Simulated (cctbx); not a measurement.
**Accept or mend?**

Cell a = 11.4533 Å, b = 6.7690 Å, c = 6.5520 Å, α = 90.00°, β = 124.19°, γ = 90.00°; space group C2/m (no. 12). The compound is KLi2TiFe4S2O6.

Simulated single-crystal data (cctbx): Cu Kα, λ = 1.54184 Å, to d = 0.83 Å, 50 % of the full sphere, strongest reflection 5000 counts, noise from counting, a 3 % proportional error and a noise floor of 2 counts (s.d.); no absorption.

An anisotropic refinement with weights 1/σ² prints:

```text
Rint 0.048, 373 unique reflections to 0.83 A
cycle     R1     wR2    GooF  max shift (A)
   1  0.0703  0.1563   1.804   0.00704
   2  0.0600  0.1349   1.557   0.00006
final R1 0.0600 wR2 0.1349 GooF 1.557  parameters 43  data/parameter 8.7
atom        x        y        z      Ueq    occ   su(xyz)  su(Uiso or U11)
Fe1    0.25000  0.75000  0.00000   0.0177  1.000  0.00000  0.0010
Fe2    0.00000  0.00000  0.00000   0.0184  1.000  0.00000  0.0017
Fe3    0.50000  0.00000  0.50000   0.0197  1.000  0.00000  0.0017
Ti1    0.50000  0.00000  0.00000   0.0276  1.000  0.00000  0.0023
K1     0.00000  0.00000  0.50000   0.0186  1.000  0.00000  0.0022
S1     0.25345  0.00000  0.26021   0.0243  1.000  0.00069  0.0018
O1     0.73037  0.00000  0.22276   0.0331  1.000  0.00224  0.0064
O2     0.50168  0.76436  0.23804   0.0278  1.000  0.00133  0.0037
difference map: max 4.77 min -0.84 rms 0.30
Q1    0.2500  0.2500  0.5000    4    4.77  2.32 A from S1
Q2    0.0000  0.5000  0.5000    2    1.36  0.00 A from Fe3
Q3    0.2500  0.2500  0.0000    4    1.29  0.00 A from Fe1
Q4    0.0000  0.0615  0.5000    4    0.91  0.42 A from K1
Q5    0.2372  0.0000  0.7200    4    0.79  0.35 A from O1
Q6    0.2045  0.5000  0.0012    4    0.78  1.31 A from O1
```

**Question.** Can this result stand? If not, what is the likely fault?

Mend it. The fault: an atom left out, Li at (1/4, 3/4, 1/2). Against the right model at the same level, R1 goes from 0.0307 to 0.0600 and GooF from 0.87 to 1.56 and the top difference peak, 4.8 e/Å³, lies 2.32 Å from S1. Q1 is the missing atom. With scattering power missing, scale and phases suffer, so peaks may also grow on the heavy atoms.

The compound is KLi2TiFe4S2O6. The right model at the same level gives:

```text
Rint 0.048, 373 unique reflections to 0.83 A
cycle     R1     wR2    GooF  max shift (A)
   1  0.0441  0.1034   1.204   0.00468
   2  0.0307  0.0751   0.874   0.00003
final R1 0.0307 wR2 0.0751 GooF 0.874  parameters 49  data/parameter 7.6
atom        x        y        z      Ueq    occ   su(xyz)  su(Uiso or U11)
Fe1    0.25000  0.75000  0.00000   0.0190  1.000  0.00000  0.0006
Fe2    0.00000  0.00000  0.00000   0.0202  1.000  0.00000  0.0010
Fe3    0.50000  0.00000  0.50000   0.0212  1.000  0.00000  0.0009
Ti1    0.50000  0.00000  0.00000   0.0291  1.000  0.00000  0.0013
K1     0.00000  0.00000  0.50000   0.0199  1.000  0.00000  0.0013
S1     0.25341  0.00000  0.26001   0.0263  1.000  0.00039  0.0010
O1     0.73065  0.00000  0.22347   0.0337  1.000  0.00123  0.0037
O2     0.50170  0.76391  0.23789   0.0291  1.000  0.00074  0.0021
Li1    0.25000  0.75000  0.50000   0.0316  1.000  0.00000  0.0068
difference map: max 0.73 min -0.64 rms 0.17
Q1    0.2058  0.5000  0.9967    4    0.75  1.35 A from O1
Q2    0.0931  0.0000  0.5221    4    0.69  0.99 A from K1
Q3    0.2441  0.1594  0.6575    8    0.63  1.23 A from Li1
Q4    0.1182  0.1172  0.4593    8    0.55  1.64 A from O2
Q5    0.1264  0.0000  0.1030    4    0.55  1.21 A from Fe2
Q6    0.0131  0.5000  0.6841    4    0.52  1.13 A from Fe3
```

The model is made up (kin elements in a known structure type, no relaxation), so it says nothing on whether the phase exists.

[Middle refinement cycles are left out of these outputs.]

[Logs are printed without paths, hosts, clocks, repeated set-up lines and the standing remarks that a program may print on its own settings, such as how far it seeks lower states.]
